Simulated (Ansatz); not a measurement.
An input for Ansatz 0.2.0 (MgH2 (P4_2/mnm)):

```yaml
crystal:
  lattice:
    - [4.5168, 0.0, 0.0]
    - [0.0, 4.5168, 0.0]
    - [0.0, 0.0, 3.0205]
  atoms:
    - { symbol: Mg, position: [0.0, 0.0, 0.0] }
    - { symbol: Mg, position: [0.5, 0.5, 0.5] }
    - { symbol: H, position: [0.306, 0.306, 0.0] }
    - { symbol: H, position: [0.194, 0.806, 0.5] }
    - { symbol: H, position: [0.694, 0.694, 0.0] }
    - { symbol: H, position: [0.806, 0.194, 0.5] }
kpoints:
  mp_grid: { grid: [8, 8, 12] }
hamiltonian:
  xc: pbe
scf:
  occupations: { method: fixed }
dielectric:
  field_mesh: kpoints
```

```sh
ansatz run input.yaml --threads 3 --pin off --max-ram 92160MiB --backend cuda --events-out ev --progress --plain --runs-dir out --devices 1 --max-vram 13GiB  # rebuilt from the run's record
```

Estimate wall time and host memory on 1 × NVIDIA H100 80GB HBM3 (shared by 6 runs) with 3 threads of AMD EPYC 7R13 (Zen 3), shared host.

It took 32 s; on shared hardware allow 16 s to 64 s. Peak host memory was 1.5 GiB.

[Paths, hosts, dates, memory and timing lines, banners, echoed tables and standing remarks are left out of the program output.]

[Logs are printed without paths, hosts, clocks, repeated set-up lines and the standing remarks that a program may print on its own settings, such as how far it seeks lower states.]

[Runs of the session that timed out or met a known fault of the program may be left out.]

[Cells called generated may have been cut or substituted from an entry of the Crystallography Open Database or the Materials Project.]

[Hosts, paths, dates, database ids (printed as entryN), source tags and the programs' standing remarks are cut or masked in the printed files.]
